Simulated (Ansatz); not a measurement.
## Formation energy and levels of the hydrogen interstitial H_i (antibonding, by N) in Al3GaN4 (Pm)

Aim: at which Fermi levels does H_i (antibonding, by N) in Al3GaN4 (Pm) change its charge? The model is a cell of 96 host atoms with 1 H put in.

Method: place-levels on PBEsol runs: charge-transition levels and formation energies with image-charge correction and potential alignment at the atomic sites, in Ansatz 0.2.0.

## (1) Starting point

The cell holds 97 atoms: 36 Al, 12 Ga, 48 N and 1 H. Its edges and angles: a = 10.087 Å, b = 9.390 Å, c = 10.836 Å, α = 90.0°, β = 90.0°, γ = 90.0°. It derives from Al3GaN4 (space group Pm). Nearest the centre at fractional (0.594, 0.500, 0.674): H97 at 0.00 Å, N78 at 1.03 Å, Al91 at 1.83 Å, Al75 at 1.83 Å, Al73 at 1.85 Å, N93 at 2.36 Å, N77 at 2.36 Å, N80 at 2.70 Å.

The host's dielectric constants go in as inputs: (4.99, 4.79, 4.80) for the electrons alone, (9.98, 8.63, 8.67) with the ions, from a response run on this crystal (DFPT, PBEsol) at that run's own cell.

The cell's shortest repeat is 9.4 Å.

## (2) Charge states

A transition level is the Fermi level at which two charge states cost the same, so each charge needs its own total energy, at its own relaxed structure.

Random displacements of about 0.05 Å break the site symmetry at the start, so that the relaxation can reach a distorted minimum if there is one. Forces are taken at one point at (¼, ¼, ¼). The cell holds 1 electron more than the neutral one, with a uniform background that keeps it neutral on the whole.

The sampling was tested on the host first: at the k-points planned (1x1x1 shifted 0.25 0.25 0.25) its energy lies 0.000 eV an atom from the dense-mesh value, under the bound of 0.02 eV set for this test; that bounds the host's error, not the defect's.

One of the inputs; charge, spin and start change from state to state.

qm1.relax/input.yaml

```yaml
crystal:
  lattice:
    - [10.08692036, 0.0, 0.00025278]
    - [0.0, 9.39015678, 0.0]
    - [-0.00644816, 0.0, 10.83601904]
  atoms:
    - { symbol: Al, position: [0.25011429, 0.16666667, 0.08366547] }
    - { symbol: Al, position: [0.00045975, 0.16666667, 0.41740262] }
    - { symbol: Al, position: [0.00054363, 0.0, 0.16584607] }
    - { symbol: Ga, position: [0.24970976, 0.0, 0.33310101] }
    - { symbol: "N", position: [0.05558729, 0.0, 0.33316331] }
    - { symbol: "N", position: [0.06122767, 0.16666667, 0.08357752] }
    - { symbol: "N", position: [0.31256195, 0.16666667, 0.42009678] }
    - { symbol: "N", position: [0.31159516, 0.0, 0.16314772] }
    - { symbol: Al, position: [0.25011429, 0.16666667, 0.58366547] }
    - { symbol: Al, position: [0.00045975, 0.16666667, 0.91740262] }
    - { symbol: Al, position: [0.00054363, 0.0, 0.66584607] }
    - { symbol: Ga, position: [0.24970976, 0.0, 0.83310101] }
    - { symbol: "N", position: [0.05558729, 0.0, 0.83316331] }
    - { symbol: "N", position: [0.06122767, 0.16666667, 0.58357752] }
    - { symbol: "N", position: [0.31256195, 0.16666667, 0.92009678] }
    - { symbol: "N", position: [0.31159516, 0.0, 0.66314772] }
    - { symbol: Al, position: [0.25011429, 0.5, 0.08366547] }
    - { symbol: Al, position: [0.00045975, 0.5, 0.41740262] }
    - { symbol: Al, position: [0.00054363, 0.33333333, 0.16584607] }
    - { symbol: Ga, position: [0.24970976, 0.33333333, 0.33310101] }
    - { symbol: "N", position: [0.05558729, 0.33333333, 0.33316331] }
    - { symbol: "N", position: [0.06122767, 0.5, 0.08357752] }
    - { symbol: "N", position: [0.31256195, 0.5, 0.42009678] }
    - { symbol: "N", position: [0.31159516, 0.33333333, 0.16314772] }
    - { symbol: Al, position: [0.25011429, 0.5, 0.58366547] }
    - { symbol: Al, position: [0.00045975, 0.5, 0.91740262] }
    - { symbol: Al, position: [0.00054363, 0.33333333, 0.66584607] }
    - { symbol: Ga, position: [0.24970976, 0.33333333, 0.83310101] }
    - { symbol: "N", position: [0.05558729, 0.33333333, 0.83316331] }
    - { symbol: "N", position: [0.06122767, 0.5, 0.58357752] }
    - { symbol: "N", position: [0.31256195, 0.5, 0.92009678] }
    - { symbol: "N", position: [0.31159516, 0.33333333, 0.66314772] }
    - { symbol: Al, position: [0.25011429, 0.83333333, 0.08366547] }
    - { symbol: Al, position: [0.00045975, 0.83333333, 0.41740262] }
    - { symbol: Al, position: [0.00054363, 0.66666667, 0.16584607] }
    - { symbol: Ga, position: [0.24970976, 0.66666667, 0.33310101] }
    - { symbol: "N", position: [0.05558729, 0.66666667, 0.33316331] }
    - { symbol: "N", position: [0.06122767, 0.83333333, 0.08357752] }
    - { symbol: "N", position: [0.31256195, 0.83333333, 0.42009678] }
    - { symbol: "N", position: [0.31159516, 0.66666667, 0.16314772] }
    - { symbol: Al, position: [0.25011429, 0.83333333, 0.58366547] }
    - { symbol: Al, position: [0.00045975, 0.83333333, 0.91740262] }
    - { symbol: Al, position: [0.00054363, 0.66666667, 0.66584607] }
    - { symbol: Ga, position: [0.24970976, 0.66666667, 0.83310101] }
    - { symbol: "N", position: [0.05558729, 0.66666667, 0.83316331] }
    - { symbol: "N", position: [0.06122767, 0.83333333, 0.58357752] }
    - { symbol: "N", position: [0.31256195, 0.83333333, 0.92009678] }
    - { symbol: "N", position: [0.31159516, 0.66666667, 0.66314772] }
    - { symbol: Al, position: [0.75011429, 0.16666667, 0.08366547] }
    - { symbol: Al, position: [0.50045975, 0.16666667, 0.41740262] }
    - { symbol: Al, position: [0.50054363, 0.0, 0.16584607] }
    - { symbol: Ga, position: [0.74970976, 0.0, 0.33310101] }
    - { symbol: "N", position: [0.55558729, 0.0, 0.33316331] }
    - { symbol: "N", position: [0.56122767, 0.16666667, 0.08357752] }
    - { symbol: "N", position: [0.81256195, 0.16666667, 0.42009678] }
    - { symbol: "N", position: [0.81159516, 0.0, 0.16314772] }
    - { symbol: Al, position: [0.75011429, 0.16666667, 0.58366547] }
    - { symbol: Al, position: [0.50045975, 0.16666667, 0.91740262] }
    - { symbol: Al, position: [0.50054363, 0.0, 0.66584607] }
    - { symbol: Ga, position: [0.74970976, 0.0, 0.83310101] }
    - { symbol: "N", position: [0.55558729, 0.0, 0.83316331] }
    - { symbol: "N", position: [0.56122767, 0.16666667, 0.58357752] }
    - { symbol: "N", position: [0.81256195, 0.16666667, 0.92009678] }
    - { symbol: "N", position: [0.81159516, 0.0, 0.66314772] }
    - { symbol: Al, position: [0.75011429, 0.5, 0.08366547] }
    - { symbol: Al, position: [0.50045975, 0.5, 0.41740262] }
    - { symbol: Al, position: [0.50054363, 0.33333333, 0.16584607] }
    - { symbol: Ga, position: [0.74970976, 0.33333333, 0.33310101] }
    - { symbol: "N", position: [0.55558729, 0.33333333, 0.33316331] }
    - { symbol: "N", position: [0.56122767, 0.5, 0.08357752] }
    - { symbol: "N", position: [0.81256195, 0.5, 0.42009678] }
    - { symbol: "N", position: [0.81159516, 0.33333333, 0.16314772] }
    - { symbol: Al, position: [0.75011429, 0.5, 0.58366547] }
    - { symbol: Al, position: [0.50045975, 0.5, 0.91740262] }
    - { symbol: Al, position: [0.50054363, 0.33333333, 0.66584607] }
    - { symbol: Ga, position: [0.74970976, 0.33333333, 0.83310101] }
    - { symbol: "N", position: [0.55558729, 0.33333333, 0.83316331] }
    - { symbol: "N", position: [0.56122767, 0.5, 0.58357752] }
    - { symbol: "N", position: [0.81256195, 0.5, 0.92009678] }
    - { symbol: "N", position: [0.81159516, 0.33333333, 0.66314772] }
    - { symbol: Al, position: [0.75011429, 0.83333333, 0.08366547] }
    - { symbol: Al, position: [0.50045975, 0.83333333, 0.41740262] }
    - { symbol: Al, position: [0.50054363, 0.66666667, 0.16584607] }
    - { symbol: Ga, position: [0.74970976, 0.66666667, 0.33310101] }
    - { symbol: "N", position: [0.55558729, 0.66666667, 0.33316331] }
    - { symbol: "N", position: [0.56122767, 0.83333333, 0.08357752] }
    - { symbol: "N", position: [0.81256195, 0.83333333, 0.42009678] }
    - { symbol: "N", position: [0.81159516, 0.66666667, 0.16314772] }
    - { symbol: Al, position: [0.75011429, 0.83333333, 0.58366547] }
    - { symbol: Al, position: [0.50045975, 0.83333333, 0.91740262] }
    - { symbol: Al, position: [0.50054363, 0.66666667, 0.66584607] }
    - { symbol: Ga, position: [0.74970976, 0.66666667, 0.83310101] }
    - { symbol: "N", position: [0.55558729, 0.66666667, 0.83316331] }
    - { symbol: "N", position: [0.56122767, 0.83333333, 0.58357752] }
    - { symbol: "N", position: [0.81256195, 0.83333333, 0.92009678] }
    - { symbol: "N", position: [0.81159516, 0.66666667, 0.66314772] }
    - { symbol: H, position: [0.594328, 0.5, 0.673673] }
  host:
    repeats: [2, 3, 2]
    atoms:
      - { symbol: Al, position: [0.50022857, 0.5, 0.16733093] }
      - { symbol: Al, position: [0.00091951, 0.5, 0.83480524] }
      # ... 6 more atoms of the perfect host
total_charge: -1
basis:
  ecutwfc: 420
  xc_grid: 2
hamiltonian:
  xc: pbesol
kpoints:
  mp_grid: { grid: [1, 1, 1], shift: [0.25, 0.25, 0.25] }
scf:
  occupations: { method: fixed }
  max_iter: 60
output:
  forces: true
  charged_corrections:
    epsilon: [4.99, 4.79, 4.8]
    static_epsilon: [9.98, 8.63, 8.67]
    defect_position: [0.594328, 0.5, 0.673673]
relax:
  f_tol: 0.02
  max_steps: 80
  random_displacement: { amplitude: 0.05, seed: 6398 }
checkpoint:
  write: "../qm1.relax.run"
  compress: false
  write_wavefunctions: true
  write_every: 100000
```

Run with:

```
$ ansatz run input.yaml --threads 4 --pin off --max-ram 7536MiB --backend cpu --events-out ev --progress --plain --runs-dir out
```

The relaxed structure is kept and the sampling changed to a 2×2×2 shifted mesh.

The run of this state that the levels use, under PBEsol:

qm1.point/input.yaml

```yaml
crystal:
  checkpoint: "../qm1.relax.run"
  host: checkpoint
total_charge: -1
basis:
  ecutwfc: 420
  xc_grid: 2
hamiltonian:
  xc: pbesol
kpoints:
  mp_grid: { grid: [2, 2, 2], shift: [0.5, 0.5, 0.5] }
scf:
  occupations: { method: fermi_dirac, width: 0.01 }
  max_iter: 60
output:
  forces: true
  eigenvalues: true
  charged_corrections:
    epsilon: [4.99, 4.79, 4.8]
    static_epsilon: [9.98, 8.63, 8.67]
    defect_position: [0.594328, 0.5, 0.673673]
  eigenstates: { localisation: true }
  populations: true
  band_densities: [{ bands: [v1, v1] }, { bands: [c1, c1] }]
  write_density: true
  write_potential: true
  volumetric_format: npy
  elf: true
checkpoint:
  read: "../qm1.relax.run"
  write: "../qm1.point.run"
  compress: false
  write_wavefunctions: false
  write_every: 100000
```

Relaxations under PBEsol at one point at (¼, ¼, ¼); times on 4 threads of Arm Neoverse V1, shared host:

| charge | moment (μB) | occupations | outcome | steps | largest displacement against the far atoms (Å) | time |
| --- | --- | --- | --- | --- | --- | --- |
| −1 | 0 | fixed | converged | 12 | 1.23 | 3.3 min |
| 0 | 1 | fixed | converged | 11 | 1.08 | 6.2 min |
| +1 | 0 | fixed | converged | 7 | 0.16 | 2.1 min |

Single points under PBEsol at a 2×2×2 shifted mesh; times on 4 threads of Arm Neoverse V1, shared host:

```
charge  moment (μB)  occupations    outcome     time
    −1            0  fermi-dirac  converged  2.4 min
     0            1  fermi-dirac  converged  6.6 min
    +1            0  fermi-dirac  converged  2.4 min
```

Distances (Å) from H97 to the nearest atoms after relaxation with PBEsol:

```
charge  moment (μB)       1.       2.       3.       4.      5.      6.
    −1            0  Al 1.75  Ga 1.82  Ga 1.82   N 2.26  N 2.31  N 2.31
     0            1  Al 1.94  Ga 1.99  Ga 1.99   N 2.10  N 2.16  N 2.16
    +1            0   N 1.05  Al 1.99  Al 1.99  Al 2.09  N 2.23  N 2.23
```

## (3) Placing the levels, PBEsol

A charged cell interacts with its images and the background, and its potential has another zero than the host's. place-levels removes the first by a point-charge model, screened by the static dielectric constant since the ions have relaxed around the charge, and the second by comparing potentials at atoms far from the defect.

The host is a run of the defect-free crystal in the same cutoffs, grids and k-points, so that basis and sampling errors cancel in part in the differences. Its band edges come from a run of the primitive cell that searches the zone for them. The host is run in a cell of 48 atoms on a matching mesh. Chemical potentials are energies per atom of H (H2 molecule), run with the same functional and cutoff.

levels.point.yaml

```yaml
host:
  run: host.point.run
  levels_from: { run: edges.point.run }
states: [qm1.point.run, q0_M1.point.run, qp1.point.run]
geometry_from:
  qm1.point.run: qm1.relax.run
  q0_M1.point.run: q0_M1.relax.run
  qp1.point.run: qp1.relax.run
  host.point.run: host.relax.run
chemical_potentials:
  H:
    energy: -15.609288
    dataset: "<sha256 of the dataset>"
epsilon: [4.99, 4.79, 4.8]
static_epsilon: [9.98, 8.63, 8.67]
vertical:
  - { from: qm1.point.run, to: qm1.point_neutral.run }
  - { from: qp1.point.run, to: qp1.point_neutral.run }
```

Run with:

```
$ ansatz place-levels levels.point.yaml -- --threads 4 --pin off --max-ram 7536MiB
```

Numbers of over 12 decimals in the logs are rounded to 6 here.

Log:

```text
[... repeated set-up lines and file paths are left out, and long positions are rounded to six places ...]
(+1/0) 2.949 eV above the valence edge, 0.528 eV under the conduction edge; not on the lower envelope
(0/-1) 1.801 eV above the valence edge, 1.675 eV under the conduction edge; not on the lower envelope
(+1/-1) 2.375 eV above the valence edge, 1.101 eV under the conduction edge: charges between them are lowest nowhere
formation energy of charge +1: -0.227 eV with the Fermi level at the valence edge
formation energy of charge 0: +2.722 eV with the Fermi level at the valence edge
formation energy of charge -1: +4.523 eV with the Fermi level at the valence edge
vertical -1 to 0: no energy, since no alignment is typed
  the change from vertical[0].from (qm1.point.run) to vertical[0].to (qm1.point_neutral.run): by its potential at epsilon [4.99, 4.79, 4.8] it stands at 0.715 0.501 0.752, with an rms radius of about 2.3 Å (1.2 1.5 1.3 Å across the planes of the cell's [...]
vertical +1 to 0: no energy, since no alignment is typed
  the change from vertical[1].from (qp1.point.run) to vertical[1].to (qp1.point_neutral.run): by its potential at epsilon [4.99, 4.79, 4.8] it stands at 0.543 0.500 0.628, with an rms radius of about 6.0 Å (3.4 3.1 3.9 Å across the planes of the cell's [...]
  edges by pbesol of host.levels_from (edges.point.run), its mesh sampled to repeats of 27.09 Å (the valence edge +0.128 eV and the conduction edge -0.782 eV from those of the host's own run), gap 3.477 eV; the host is sampled to repeats of 27.56 Å
  the defect's cells are sampled to repeats of 27.56 Å, like sampling
  charge +1: -82111.7785 eV with its correction of +0.245 eV, at epsilon [9.98, 8.63, 8.67], aligned at sites: +0.0198 eV, mean over 58 atomic sites at or beyond 4.70 Å from the defect at [0.5943, 0.5000, 0.6737], with +0.002624 for the charge's moments and [...]
  charge 0: +0.000 eV for its dipole among its images, +0.000 omitted
  charge -1: -82091.6825 eV with its correction of +0.198 eV, at epsilon [9.98, 8.63, 8.67], aligned at sites: +0.0375 eV, mean over 58 atomic sites at or beyond 4.70 Å from the defect at [0.5943, 0.5000, 0.6737], with -0.001159 for the charge's moments and [...]
  of states[2] (qp1.point.run): it parts from the run at its places by a charge that spreads by about 3.9 Å along one vector (1.9 Å or more is wide), by its potential at epsilon [4.99, 4.79, 4.8], taken for that of held ions (one typed too small widens it), [...]
  of states[1] (q0_M1.point.run): stability_check_not_made
  of states[0] (qm1.point.run): its displacements don't fall off away from the defect: farther atoms stand 0.017 Å off the host's places. [...]
  of vertical[0].from (qm1.point.run): its displacements don't fall off away from the defect: farther atoms stand 0.017 Å off the host's places. [...]
  of vertical[0].to (qm1.point_neutral.run): its displacements don't fall off away from the defect: farther atoms stand 0.017 Å off the host's places. [...]
  of vertical[1].from (qp1.point.run): it parts from the run at its places by a charge that spreads by about 3.9 Å along one vector (1.9 Å or more is wide), by its potential at epsilon [4.99, 4.79, 4.8], taken for that of held ions (one typed too small widens [...]
```

It took 0.38 s on 4 threads of Arm Neoverse V1, shared host.

(Part 1 of 2 ends here.)

[Logs are printed without paths, hosts, clocks, repeated set-up lines and the standing remarks that a program may print on its own settings, such as how far it seeks lower states.]

[Hosts, paths, dates, database ids (printed as entryN), source tags and the programs' standing remarks are cut or masked in the printed files.]

[Where a table of states has a column of steps, it counts the stored structures, which are thinned; the runs took as many ionic steps or more.]

[A defect's name tells the site on which it was built; relaxed atoms can leave that site.]

[For some hosts the program warned that the k-mesh of the response run may be too coarse for force constants and the static dielectric constant; such warnings are not shown here.]
